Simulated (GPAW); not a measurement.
# Work function of arsenene monolayer at several levels, part 2 of 2

Aim: the work function of both faces of arsenene monolayer, and its spread over functionals and bases. Where a layer proves gapped, the work function hangs on where the smearing puts the Fermi level, and the band edges take its place.

GPAW 26.7.0; GPAW, PAW setups; layer in a repeated cell with vacuum, relaxation of atoms and in-plane cell (the session's first sound run).

So far, upper work function (eV): step 3 (the slab's potential, PBE, GPAW) 4.59; step 6 (revPBE) 4.47; step 7 (GPAW, PAW setups) 4.78; step 8 (LDA) 4.86; step 9 (mode fd, grid spacing 0.18 Å, PBE, GPAW) 4.59.

## 10. Atomic orbitals: mode = "lcao"

Atom-centred orbitals end a few angstrom from the surface, which tests how much the density's tail matters.

File run.py:

```python
import json
import numpy as np
from ase import Atoms
from gpaw import GPAW

slab = Atoms(
    ['As', 'As'],
    positions=[
        [1.80404, 1.04157, 9.00000],
        [-0.00000, 2.08313, 10.39551]],
    cell=[[3.60809, -0.0, 0.0], [-1.80404, 3.12469, 0.0], [0.0, 0.0, 19.3955]],
    pbc=[True, True, False])

slab.calc = GPAW(mode='lcao', basis='dzp', h=0.18, xc='PBE', kpts={'size': (9, 9, 1), 'gamma': True},
                 occupations={'name': 'fermi-dirac', 'width': 0.05}, nbands='120%',
                 convergence={'density': 1e-05}, maxiter=200,
                 poissonsolver={'dipolelayer': 'xy'},
                 symmetry={'tolerance': 1e-3}, txt='slab.txt')
result = {}
energy = slab.get_potential_energy()
fermi = slab.calc.get_fermi_level()
v = slab.calc.get_electrostatic_potential().mean((0, 1)) - fermi
n = slab.calc.get_pseudo_density().mean((0, 1))
L = slab.cell[2, 2]
z = np.arange(len(v)) * L / len(v)
low, high = slab.positions[:, 2].min(), slab.positions[:, 2].max()
below, above = np.interp([low - 6.8, high + 6.8], z, v)
slopes = [np.interp(x, z, np.gradient(v, z)) for x in (low - 6.8, high + 6.8)]
eps = np.array([[slab.calc.get_eigenvalues(k, s) for k in range(len(slab.calc.get_ibz_k_points()))]
                for s in range(slab.calc.get_number_of_spins())]) - fermi
top, bottom = eps[eps < 0].max(), eps[eps > 0].min()
dipole = slab.get_dipole_moment()[2]
print(f'energy {energy:.4f} eV, Fermi level {fermi:.4f} eV, dipole {dipole:.5f} e A')
print(f'potential 6.8 A off the faces, from the Fermi level: lower {below:.4f} eV, upper {above:.4f} eV')
print(f'slope of the potential there: lower {slopes[0]:.5f}, upper {slopes[1]:.5f} eV/A')
print(f'nearest levels on the mesh: {top:.4f} and {bottom:.4f} eV')
print('magnetic moment', round(slab.get_magnetic_moment(), 3))
result.update(energy=energy, fermi=fermi, dipole=dipole, below=below, above=above, slopes=slopes, edges=[top, bottom],
              z=z.tolist(), v=v.tolist(), n=n.tolist(), positions=slab.positions.tolist(),
              forces=slab.get_forces(apply_constraint=False).tolist(), moments=slab.get_magnetic_moments().tolist())
json.dump(result, open('result.json', 'w'))
```

Started as:

```sh
$ OMP_NUM_THREADS=1 OPENBLAS_NUM_THREADS=1 python run.py
```

Wall time 7.6 s (1 thread of Arm Neoverse V2, shared host); peak memory 0.19 GiB.

Numbers from this step:

```yaml
dipole_along_the_normal: 6.66e-5 e·Å
levels_nearest_the_fermi_level_on_the_mesh: -0.8687, 0.9228 eV from the Fermi level
upper_work_function: 4.400 eV
lower_work_function: 4.401 eV
upper_ionisation_energy: 5.269 eV
```

The electrostatic potential energy of an electron (without an applied field's), less the Fermi level, planar mean by z:

```csv
z (Å),"electrostatic potential energy of an electron (without an applied field's), less the Fermi level, planar mean (eV)"
0.0,4.40
0.5,4.40
1.0,4.40
1.5,4.40
2.0,4.40
2.5,4.40
3.0,4.40
3.5,4.40
4.0,4.40
4.5,4.40
5.0,4.40
5.5,4.40
6.0,4.40
6.5,4.39
7.0,4.32
7.5,3.89
8.0,1.95
8.5,-5.04
9.0,-14.4
9.5,-8.21
10.0,-9.73
10.5,-13.7
11.0,-2.92
11.5,2.61
12.0,4.05
12.5,4.35
13.0,4.40
13.5,4.40
14.0,4.40
14.5,4.40
15.0,4.40
15.5,4.40
16.0,4.40
16.5,4.40
17.0,4.40
17.5,4.40
18.0,4.40
18.5,4.40
19.0,4.40
```

The highest filled level lies 0.869 eV under the Fermi level, so the ionisation energy from the upper face is 4.400 + 0.869 = 5.269 eV, against 5.372 eV in the base run.

## 11. The ladder

Times are for 1 thread of Arm Neoverse V2, shared host. Results by setting:

```csv
no.,run,upper ionisation energy (eV),time,memory (GiB)
1,pw,5.372,5.7 s,0.17
2,vdW DF2,5.700,12 s,0.32
3,RPBE,5.288,6.2 s,0.17
4,revPBE,5.285,5.9 s,0.17
5,optPBE vdW,5.580,11 s,0.32
6,LDA,5.604,5.3 s,0.16
7,fd,5.373,12 s,0.23
8,lcao,5.269,7.6 s,0.19
```

## 12. Side by side

Results and costs are gathered.

This step: comparison of work functions, dipole and cost (GPAW 26.7.0).

Ladder, by row:

```csv
step,code,"work function, upper (eV)","work function, lower (eV)",dipole (e Å),wall time (s),peak memory (GiB),threads
pw,GPAW,4.587,4.588,2.17e-5,5.72,0.17,1
vdW-DF2,GPAW,5.295,5.296,2.21e-5,12.08,0.32,1
RPBE,GPAW,4.473,4.474,2.21e-5,6.17,0.17,1
revPBE,GPAW,4.475,4.476,2.19e-5,5.93,0.17,1
optPBE-vdW,GPAW,4.782,4.783,2.19e-5,11.47,0.32,1
LDA,GPAW,4.862,4.863,2.08e-5,5.3,0.16,1
fd,GPAW,4.588,4.589,6.65e-5,11.79,0.23,1
lcao,GPAW,4.4,4.401,6.66e-5,7.57,0.19,1
```

## 13. A changed run

One more run, with changed settings.

This step: GPAW, PAW setups; slab in vacuum (GPAW 26.7.0).

run.py, as its differences from that of step 10:

```diff
@@ -3,3 +3,3 @@
 from ase import Atoms
-from gpaw import GPAW
+from gpaw import GPAW, PW
 
@@ -13,5 +13,5 @@
 
-slab.calc = GPAW(mode='lcao', basis='dzp', h=0.18, xc='PBE', kpts={'size': (9, 9, 1), 'gamma': True},
-                 occupations={'name': 'fermi-dirac', 'width': 0.05}, nbands='120%',
-                 convergence={'density': 1e-05}, maxiter=200,
+slab.calc = GPAW(mode=PW(400), xc='PBE', kpts={'size': (1, 1, 1), 'gamma': True},
+                 occupations={'name': 'fermi-dirac', 'width': 0.05}, nbands='160%',
+                 convergence={'density': 1e-05}, maxiter=75,
                  poissonsolver={'dipolelayer': 'xy'},
```

Run time: 2.2 s. Hardware: 1 thread; peak memory 0.15 GiB.

The run finished. A setting was moved off its sound value on purpose, so it serves as a test and not as the result.

The fault put into the input: one k-point (kpts = [1, 1]).

The two runs compared:

```csv
quantity,this run,sound run,difference
upper work function (eV),5.9498,4.5868,1.36
lower work function (eV),5.9509,4.5879,1.36
upper ionisation energy (eV),7.0241,5.3725,1.65
```

One result that differs is the upper ionisation energy, 7.02 eV against 5.37 eV.

## 14. Outcome

```json
{
 "work function, both faces (Fermi level placed in the gap by the smearing)": "4.59 eV",
 "ionisation energy from the upper face (highest filled level on the mesh)": "5.37 eV",
 "electron affinity from the upper face (lowest empty Kohn-Sham level on the mesh)": "3.75 eV",
 "dipole along the normal": "2.2e-5 e Å, near the numerical noise"
}
```

With plane waves and PBE the ionisation energy from the upper face is 5.37 eV and the Kohn-Sham electron affinity 3.75 eV. The levels nearest the Fermi level on the mesh lie 1.63 eV apart, so the slab is gapped there: the smearing puts the Fermi level inside the gap, and from either face the ionisation energy is the work function plus 0.79 eV. Both are Kohn-Sham levels on the mesh, and semilocal gaps are too small, so the affinity tends to come out too large and the ionisation energy too small. Work functions of a gapped slab move with the place of the Fermi level in the gap; over the runs without a planted fault the highest filled level on the mesh lies 5.27 (lcao) to 5.70 eV (vdW-DF2) under the upper vacuum level. The layer's cell and atoms come from the relaxation; spin-orbit coupling and temperature are left out.

[Logs are printed without paths, hosts, clocks, repeated set-up lines and the standing remarks that a program may print on its own settings, such as how far it seeks lower states.]

[Hosts, paths, dates, database ids (printed as entryN), source tags and the programs' standing remarks are cut or masked in the printed files.]
